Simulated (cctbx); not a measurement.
# Interatomic vectors of Zn4Fe3Hg

Space group Pbcm (no. 57), a = 5.0540 Å, b = 19.9910 Å, c = 4.6710 Å, α = 90.00°, β = 90.00°, γ = 90.00°, content Hg4 Zn16 Fe12.

Simulated single-crystal data (cctbx): Cu Kα, λ = 1.54184 Å, to d = 0.83 Å, 70 % of the full sphere, strongest reflection 5000 counts, noise from counting, a 6 % proportional error and a noise floor of 15 counts (s.d.); no absorption.

Patterson synthesis, origin scaled to 1000:

```text
Patterson group P m m m
      u       v       w   height  length (A)
  0.000   0.000   0.000   1000.0     0.00
  0.000   0.500   0.000    675.7    10.00
  0.000   0.000   0.500    672.2     2.34
  0.000   0.500   0.500    622.8    10.26
  0.176   0.252   0.000    248.3     5.12
  0.500   0.045   0.249    235.7     2.93
  0.500   0.454   0.249    184.2     9.49
  0.170   0.251   0.500    160.2     5.59
  0.093   0.134   0.248    102.2     2.96
  0.316   0.206   0.250    100.3     4.56
  0.321   0.295   0.249     99.7     6.22
  0.238   0.121   0.249     95.8     2.94
  0.000   0.213   0.500     90.4     4.85
  0.110   0.367   0.251     89.9     7.44
```

Q: Assign the vectors.

A peak at u stands for all pairs with xi − xj = u, with weight Σ ZiZj against Σ Z² = 48112 at the origin. Peak heights follow these weights only roughly, since form factors, motion and series ripples differ, all vectors within 0.55 Å of a peak are counted as merged into it though the farther ones add only part of their weight, and F(000) is left out, which lowers the whole map:

| u | v | w | shortest length (Å) | height | 1000 ΣZiZj/ΣZ² | pairs in the cell |
| --- | --- | --- | --- | --- | --- | --- |
| 0.000 | 0.500 | 0.000 | 10.00 | 676 | 607 | 4 × Hg–Hg, 4 × Zn–Zn |
| 0.000 | 0.000 | 0.500 | 2.34 | 672 | 588 | 4 × Hg–Hg, 4 × Fe–Fe |
| 0.000 | 0.500 | 0.500 | 10.26 | 623 | 532 | 4 × Hg–Hg |
| 0.176 | 0.252 | 0.000 | 5.12 | 248 | 313 | 4 × Hg–Fe, 6 × Zn–Zn, 2 × Fe–Fe |
| 0.500 | 0.045 | 0.249 | 2.92 | 236 | 264 | 4 × Hg–Zn, 4 × Zn–Fe |
| 0.500 | 0.454 | 0.249 | 9.49 | 184 | 200 | 4 × Hg–Zn |
| 0.170 | 0.251 | 0.500 | 5.60 | 160 | 173 | 4 × Hg–Fe |
| 0.093 | 0.134 | 0.248 | 2.96 | 102 | 132 | 2 × Hg–Zn, 2 × Zn–Fe |
| 0.316 | 0.206 | 0.250 | 4.57 | 100 | 132 | 2 × Hg–Zn, 2 × Zn–Fe |
| 0.321 | 0.295 | 0.249 | 6.23 | 100 | 132 | 2 × Hg–Zn, 2 × Zn–Fe |

The table stops at ten peaks or at a height of 45, below which ripples compete. In the model behind the data Hg, the heaviest element, has 1 independent site: (0, 1/2, 0), up to an allowed shift of origin; the Hg–Hg vectors are differences of these positions and their symmetry mates. The whole model:

```csv
atom,mult.,x,y,z,Ueq (Å²)
Hg1,4,0,1/2,0,0.0027
Zn1,4,0.7655,0.8758,3/4,0.0040
Zn2,4,0.9131,0.1402,3/4,0.0049
Zn3,4,0.3092,0.7912,3/4,0.0042
Zn4,4,0.4895,0.4540,1/4,0.0048
Fe1,4,0.2597,0.5769,1/4,0.0054
Fe2,4,0.4058,0.1747,3/4,0.0043
Fe3,4,0.8266,3/4,1/2,0.0045
```

The model is made up (kin elements in a known structure type, no relaxation), so it says nothing on whether the phase exists.

[Logs are printed without paths, hosts, clocks, repeated set-up lines and the standing remarks that a program may print on its own settings, such as how far it seeks lower states.]
